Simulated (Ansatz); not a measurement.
# SiBi (built on the sites of a database entry of SnSb): from the cell to its phonons, part 2 of 2

Wanted: vibrations and spectra of SiBi (built on the sites of a database entry of SnSb); the cell is already relaxed. After the zone centre comes a 4×4×4 q mesh on a 12×12×12 k mesh.

Ansatz 0.2.0; DFT PBEsol, scalar-relativistic, plane waves, PAW.

So far. Step 2 (Zone-centre response): Before it was imposed, the acoustic sum rule was missed by 2.6e-4 eV/Å². Small misses are needed for a sound result but don't prove that mesh and cutoff are converged. The lowest optical mode is real, 139 cm⁻¹.

The structure was built from a prototype and need not be the compound's stable phase.

### Step 3. Response at finite wavevector (continued)

The phonon density of states has structure finer than the step of the table below, so its rows give means over 10 cm⁻¹, whole bins alone (the curve runs from 1 to 255 cm⁻¹). Peaks (cm⁻¹: height): 47.0: 0.0684, 77.0: 0.0774, 83.0: 0.0732, 173.0: 0.0447, 213.0: 0.0442.

Tetrahedra on a 20×20×20 mesh, mean over bins of 2 cm-1. Interpolated from a 4×4×4 q mesh. Table of phonon density of states by wavenumber; means over each step:

wavenumber (cm⁻¹), phonon density of states (1/cm⁻¹/cell) and a bar:
```
       10     0.0003 
       20     0.0017 #
       30     0.0164 #######
       40     0.0340 ###############
       50     0.0566 ##########################
       60     0.0460 #####################
       70     0.0547 #########################
       80     0.0663 ##############################
       90     0.0232 ###########
      100     0.0009 
      110     0.0000 
      120     0.0004 
      130     0.0113 #####
      140     0.0171 ########
      150     0.0185 ########
      160     0.0215 ##########
      170     0.0356 ################
      180     0.0329 ###############
      190     0.0303 ##############
      200     0.0331 ###############
      210     0.0412 ###################
      220     0.0329 ###############
      230     0.0163 #######
      240     0.0066 ###
      250     0.0022 #
```

The partial phonon density of states has structure finer than the step of the table below, so its rows give means over 10 cm⁻¹, whole bins alone (the curve runs from -10 to 271 cm⁻¹). Peaks (cm⁻¹: height): Bi 46.6: 0.0644, 53.6: 0.0495, 76.6: 0.0721; Si 46.6: 0.00635, 149.1: 0.0193, 172.1: 0.0377, 212.8: 0.0459.

Phonopy on the run's constants, 17x17x17 mesh, Gaussian sigma 2.0 cm-1. Interpolated from a 4×4×4 q mesh. The partial phonon density of states by wavenumber; means over each step; values in 1/cm⁻¹/cell:

```csv
wavenumber (cm⁻¹),Bi,Si
0,5.2e-5,5.3e-6
10,2.9e-4,3.6e-5
20,0.00204,2.1e-4
30,0.0151,0.00145
40,0.0326,0.00291
50,0.0498,0.00431
60,0.0431,0.00224
70,0.0532,0.00137
80,0.0642,6.6e-4
90,0.0247,1.9e-4
100,0.00148,6.8e-6
110,0,0
120,9.5e-5,0.00123
130,8.9e-4,0.0106
140,0.00133,0.0154
150,0.00134,0.0167
160,0.00159,0.0201
170,0.00301,0.0318
180,0.00219,0.0302
190,0.00133,0.0291
200,8.6e-4,0.0319
210,4.8e-4,0.0405
220,1.8e-4,0.0335
230,7.0e-5,0.0162
240,2.7e-5,0.00683
250,4.0e-6,0.00252
260,0,7.3e-5
```

Second derivatives of the energy by pair, one row for each kind of neighbour of each atom listed. Each entry sums the pair over the periodic images of the supercell that the q mesh stands for, and in a polar crystal it holds the long-range dipole part too. Force constants by pair, by row:

```csv
atom,neighbour,distance (Å),third of the trace (eV/Å²),along the pair's line (eV/Å²)
Si1,itself,0,3.6,–
Si1,Bi,2.899,-0.272,-1.057
Si1,Si,4.1,-0.0621,-0.2333
Si1,Bi,5.021,-0.0041,-0.0016
Si1,Si,5.798,-0.302,-0.7394
Si1,Bi,6.483,0.0191,0.0614
Si1,Si,7.101,0.0147,-0.0093
Bi2,itself,0,4.137,–
Bi2,Si,2.899,-0.272,-1.057
Bi2,Bi,4.1,-0.1584,-0.4413
Bi2,Si,5.021,-0.0041,-0.0016
Bi2,Bi,5.798,-0.2568,-0.5885
Bi2,Si,6.483,0.0191,0.0614
Bi2,Bi,7.101,0.0231,0.0028
```

Harmonic thermodynamic functions per atom, from the density of states. Interpolated from a 4×4×4 q mesh. Thermodynamic functions, by row:

```csv
T (K),F_vib (meV/atom),S (J/mol-atom/K),C_V (J/mol-atom/K)
0,23.26,0,0
50,21.83,7.784,11.37
100,14.99,18.25,18.66
200,-12.14,32.9,22.96
300,-51.48,42.45,24.02
400,-99.25,49.42,24.41
500,-153.4,54.89,24.6
600,-212.7,59.38,24.7
700,-276.3,63.2,24.77
800,-343.5,66.51,24.81
900,-414,69.43,24.84
1000,-487.3,72.05,24.86
```

Harmonic mean-square displacement, third of the trace. Interpolated from a 4×4×4 q mesh. Mean square displacements, by row:

```csv
T (K),Si1 U_eq (Å²),Bi2 U_eq (Å²)
0,0.0037,0.00136
100,0.00562,0.00389
300,0.01345,0.01115
600,0.02619,0.02221
```

Symmetry leaves 8 wavevectors to solve. The lowest mode among them, the acoustic zeros apart, lies at q = (0, -0.5, -0.5) and is real, 26.7 cm⁻¹.

### Step 4. Isotope substitution

An isotope changes the mass and not the force constants, so no new electronic calculation is needed; the shifts show which modes move this element.

The same force constants with the mass of Si changed from 28.085 to 29.974 u (phonopy, no LO-TO term). Both lists are sorted by frequency; levels can cross, so a row need not hold one and the same mode. Modes under 3 cm⁻¹ are left out. Isotope shifts, by row:

```csv
q,rank,natural mass (cm⁻¹),changed mass (cm⁻¹)
0 0 0,4,138.8,134.9
0 0 0,5,138.8,134.9
0 0 0,6,138.8,134.9
0 0 0.25,1,51.83,51.8
0 0 0.25,2,51.83,51.8
0 0 0.25,3,68.29,68.24
0 0 0.25,4,159.2,154.2
0 0 0.25,5,159.2,154.2
0 0 0.25,6,200.5,194.3
0 0 -0.5,1,78.68,78.68
0 0 -0.5,2,78.68,78.68
0 0 -0.5,3,97.47,97.47
0 0 -0.5,4,219.2,212.2
0 0 -0.5,5,219.2,212.2
0 0 -0.5,6,254.4,246.2
0 0.25 0.25,1,27.9,27.81
0 0.25 0.25,2,27.9,27.81
0 0.25 0.25,3,82.52,82.52
0 0.25 0.25,4,131.2,127.4
0 0.25 0.25,5,131.2,127.4
0 0.25 0.25,6,219.6,212.6
```

A mode of this element alone would shift by -3.20 %. The highest zone-centre frequency without the field goes from 138.8 to 134.9 cm⁻¹ (-2.8 %). The product of the frequency ratios over all optical modes at Γ is 0.918; the product rule, (m/m′)^(3k/2) (M′/M)^(3/2) with k = 1 such atoms and M the mass of the cell, gives 0.918.

### Step 5. What came out

```json
{
  "space group (within 0.01 Å)": "Fm-3m",
  "volume per atom": "24.4 Å³",
  "electronic character": "no gap on this mesh",
  "highest optical mode at the zone centre (no LO-TO term)": "139 cm⁻¹",
  "lowest optical zone-centre mode": "139 cm⁻¹",
  "lowest mode on the q mesh (acoustic modes at Γ apart)": "26.7 cm⁻¹",
  "highest frequency on the path or at a solved wavevector": "254 cm⁻¹",
  "zero-point energy per atom": "23.3 meV",
  "heat capacity at 300 K": "24.0 J/(mol atoms K)",
  "vibrational entropy at 300 K": "42.4 J/(mol atoms K)",
  "Debye temperature (second moment)": "263 K",
  "imaginary modes on the 4×4×4 q mesh": "none"
}
```

**Reading.** The structure is a minimum as far as tested: no mode is imaginary at the 8 irreducible wavevectors of the 4×4×4 mesh, and the softest away from the acoustic zeros lies at 27 cm⁻¹. The optical modes at Γ form one degenerate level at 139 cm⁻¹. The highest mode in this list at Γ, 138.8 cm⁻¹, is mostly motion of Si (88 % of the kinetic energy). On the path and the mesh, the widest gap between branches runs from 98 to 124 cm⁻¹. With no gap, or one that is small against the smearing, the frequencies hang on the k mesh and the smearing, most of all near Kohn anomalies. The phonon runs are without spin polarisation, although the cell has an odd electron count. Spin-orbit coupling is left out, which can matter for the heavy elements here. A phonon run warned that its eigensolver left some bands unconverged in a pass. The starting cell was built on a prototype and not taken from a measurement, so the phase need not exist. These are harmonic frequencies at zero temperature: anharmonic shifts, linewidths and thermal expansion are left out.

[Logs are printed without paths, hosts, clocks, repeated set-up lines and the standing remarks that a program may print on its own settings, such as how far it seeks lower states.]

[Hosts, paths, dates, database ids (printed as entryN), source tags and the programs' standing remarks are cut or masked in the printed files.]
